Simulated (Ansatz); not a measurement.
# Ge2Sb2Te5 (P-3m1): the G0W0 gap against the k mesh

How dense a mesh does GW need for Ge2Sb2Te5 (P-3m1), and how does the time grow?

Method: G0W0 on PBE, plane waves, PAW; PAW set soft_1, in Ansatz 0.2.0.

This is a report of a sequence of runs, with most program output left out.

## (1) Starting point

The structure is trigonal, space group P-3m1 (No. 164). Conventional cell: a = 4.294 Å, b = 4.294 Å, c = 17.101 Å, α = 90.00°, β = 90.00°, γ = 120.00°. Nearest to Ge lie 6 Te at 3.00 to 3.04 Å. Nearest to Sb lie 6 Te at 3.01 to 3.20 Å. Nearest to Te lie 6 Ge at 3.04 Å. Te has 3 Ge at 3.00 Å and 3 Sb at 3.20 Å nearest. Nearest to Te lie 3 Sb at 3.01 Å. Farther neighbours and most contacts between anions are not listed.

As a file:

```cif
data_structure
_symmetry_space_group_name_H-M 'P-3m1'
_symmetry_Int_Tables_number 164
_cell_length_a 4.2941
_cell_length_b 4.2941
_cell_length_c 17.1013
_cell_angle_alpha 90.000
_cell_angle_beta 90.000
_cell_angle_gamma 120.000
_cell_volume 273.09
loop_
_atom_site_label
_atom_site_type_symbol
_atom_site_symmetry_multiplicity
_atom_site_Wyckoff_symbol
_atom_site_fract_x
_atom_site_fract_y
_atom_site_fract_z
_atom_site_occupancy
Ge1 Ge 2 d 0.33333 0.66667 0.89711 1
Sb1 Sb 2 c 0.00000 0.00000 0.67993 1
Te1 Te 1 a 0.00000 0.00000 0.00000 1
Te2 Te 2 d 0.66667 0.33333 0.79846 1
Te3 Te 2 d 0.33333 0.66667 0.58011 1
```

The cell and positions are those that the Materials Project relaxed with its own functionals (PBE, PBE+U or r2SCAN), kept fixed. Spin-orbit coupling is left out unless a step names it.

## (2) The 3×3×1 mesh

Now the one-shot GW correction: screening in the RPA, then the self-energy of the levels asked for. This step takes PAW set soft_1 files.

input.yaml reads:

```yaml
crystal:
  lattice:
    - [4.2940644248, 0.0, 0.0]
    - [-2.1470322124, 3.7187688774, 0.0]
    - [0.0, 0.0, 17.101346]
  atoms:
    - { symbol: Ge, position: [0.33333333, 0.66666667, 0.897105] }
    - { symbol: Ge, position: [0.66666667, 0.33333333, 0.102895] }
    - { symbol: Sb, position: [0.0, 0.0, 0.679932] }
    - { symbol: Sb, position: [0.0, 0.0, 0.320068] }
    - { symbol: Te, position: [0.0, 0.0, 0.0] }
    - { symbol: Te, position: [0.66666667, 0.33333333, 0.798458] }
    - { symbol: Te, position: [0.33333333, 0.66666667, 0.201542] }
    - { symbol: Te, position: [0.33333333, 0.66666667, 0.580108] }
    - { symbol: Te, position: [0.66666667, 0.33333333, 0.419892] }
kpoints:
  mp_grid: { grid: [3, 3, 1] }
hamiltonian:
  xc: pbe
  pseudopotentials: { kind: paw, azcp: { folder: soft_1 } }
scf:
  occupations: { method: fixed }
gw:
  n_empty_bands: 620
  ecut_chi: 100
  qp_bands: [v3, c3]
  qp_kpoints: band_edges
  screening: { model: contour_deformation }
```

Launch:

```sh
$ ansatz run input.yaml --threads 2 --pin off --max-ram 92160MiB --backend cuda --events-out ev --progress --plain --runs-dir out --devices 1 --max-vram 13GiB
```

The job ended after 12 s (1 × NVIDIA H100 80GB HBM3 (shared by 6 runs) with 2 threads of AMD EPYC 7R13 (Zen 3), shared host; peak memory 1.6 GiB; 11 s of CPU time).

This step gave:

```yaml
bands_summed: 689
rpa_eps_infinity_on_this_mesh_eigenvalues: 79.05, 618.4, 618.4
plane_waves_in_the_screening_matrix: 639
q_points_in_the_mesh: 9
g0w0_gap_on_the_mesh: 0.3137 eV
k_of_the_valence_top: 0, 0, 0
k_of_the_conduction_bottom: 0, 0, 0
starting_gap_on_the_mesh: 0.2732 eV
z_at_the_valence_top: 0.7362
z_at_the_conduction_bottom: 0.7363
least_direct_g0w0_gap_on_the_computed_points: 0.3137 eV
```

The gap on the mesh goes from 0.27 eV to 0.31 eV, a correction of +0.04 eV. Between the two edge states, bare exchange in place of the xc potential would open the gap by 3.72 eV, and correlation takes back 3.68 eV.

## (3) The 6×6×1 mesh

Only the mesh changes. It samples the long-range screening, which converges on its own terms.

input.yaml: that of step 2 with these lines changed.

```diff
@@ -16,3 +16,3 @@
 kpoints:
-  mp_grid: { grid: [3, 3, 1] }
+  mp_grid: { grid: [6, 6, 1] }
 hamiltonian:
```

Elapsed: 40 s, on 1 × NVIDIA H100 80GB HBM3 (shared by 6 runs) with 2 threads; peak memory 2.2 GiB.

Numbers from this step:

- bands summed: 689
- RPA ε∞ on this mesh (eigenvalues): 59.42, 213.9, 213.9
- plane waves in the screening matrix: 639
- q-points in the mesh: 36
- G0W0 gap on the mesh: 0.3333 eV
- k of the valence top: 0, 0, 0
- k of the conduction bottom: 0, 0, 0
- starting gap on the mesh: 0.2744 eV
- Z at the valence top: 0.7418
- Z at the conduction bottom: 0.7415
- least direct G0W0 gap on the computed points: 0.3333 eV

Against the run with 3×3×1 mesh, 620 empty bands, screening to 100 eV, PAW set soft_1 files, the gap moves by +0.020 eV.

## (4) The 6×6×2 mesh

input.yaml: that of step 3 with these lines changed.

```diff
@@ -16,3 +16,3 @@
 kpoints:
-  mp_grid: { grid: [6, 6, 1] }
+  mp_grid: { grid: [6, 6, 2] }
 hamiltonian:
```

It took 79 s on 1 × NVIDIA H100 80GB HBM3 (shared by 6 runs) with 2 threads; peak memory 3.2 GiB; 2 min of CPU time.

Numbers from this step:

| Quantity | Value |
| --- | --- |
| bands summed | 689 |
| RPA ε∞ on this mesh (eigenvalues) | 55.07, 134.1, 134.1 |
| plane waves in the screening matrix | 639 |
| G0W0 gap on the mesh | 0.3418 eV |
| k of the valence top | 0, 0, 0 |
| k of the conduction bottom | 0, 0, 0 |
| starting gap on the mesh | 0.2749 eV |
| least direct G0W0 gap on the computed points | 0.3418 eV |

Against the run with 6×6×1 mesh, 620 empty bands, screening to 100 eV, PAW set soft_1 files, the gap moves by +0.008 eV.

## (5) The meshes together

Times are wall times on 1 × NVIDIA H100 80GB HBM3 (shared by 6 runs) with 2 threads of AMD EPYC 7R13 (Zen 3), shared host, good to a factor of about two.

| mesh | points | irreducible | start (eV) | G0W0 (eV) | shift (eV) | RPA ε∞ (mean) | time |
| --- | --- | --- | --- | --- | --- | --- | --- |
| 3×3×1 | 9 | 3 | 0.273 | 0.314 | +0.041 | 438.62 | 12 s |
| 6×6×1 | 36 | 7 | 0.274 | 0.333 | +0.059 | 162.44 | 40 s |
| 6×6×2 | 72 | 14 | 0.275 | 0.342 | +0.067 | 107.75 | 79 s |

## (6) Results

| Quantity | Value |
| --- | --- |
| 3×3×1 | 0.314 eV (shift +0.041) |
| 6×6×1 | 0.333 eV (shift +0.059) |
| 6×6×2 | 0.342 eV (shift +0.067) |
| settings | PBE start, 620 empty bands, 100 eV |

In words: The shift is +0.04 eV on 3×3×1 and +0.07 eV on 6×6×2; the last step moves it by +0.008 eV. The RPA ε∞ (mean) ranges from 107.75 to 438.62 and ends at 107.75; the coarsest mesh overstates it. From 9 to 72 points the time grows 6.7-fold. Bands and cutoff are modest here, so the values stand off the basis limit. The 6×6×2 mesh is coarse for this cell (its supercell is 26 Å along the shortest edge). The RPA ε∞ on it, from the PBE start, is 55.07 and 134.09; such meshes misread the long-range screening, most where the gap is narrow. With atoms this heavy and so narrow a gap, spin-orbit coupling can invert the bands. These scalar-relativistic gaps are then model values, not to be set against experiment, and a spin-orbit change taken from DFT can't simply be added. On this mesh the RPA ε∞ passes 90, more than nearly any semiconductor shows; a coarse mesh does this where one point with a narrow direct gap carries much weight. The screening is then too strong, and the G0W0 gap should not be taken as the material's.

[Paths, hosts, dates, memory and timing lines, banners, echoed tables and standing remarks are left out of the program output.]

[Logs are printed without paths, hosts, clocks, repeated set-up lines and the standing remarks that a program may print on its own settings, such as how far it seeks lower states.]

[Runs of the session that timed out or met a known fault of the program may be left out.]

[Cells called generated may have been cut or substituted from an entry of the Crystallography Open Database or the Materials Project.]

[Hosts, paths, dates, database ids (printed as entryN), source tags and the programs' standing remarks are cut or masked in the printed files.]
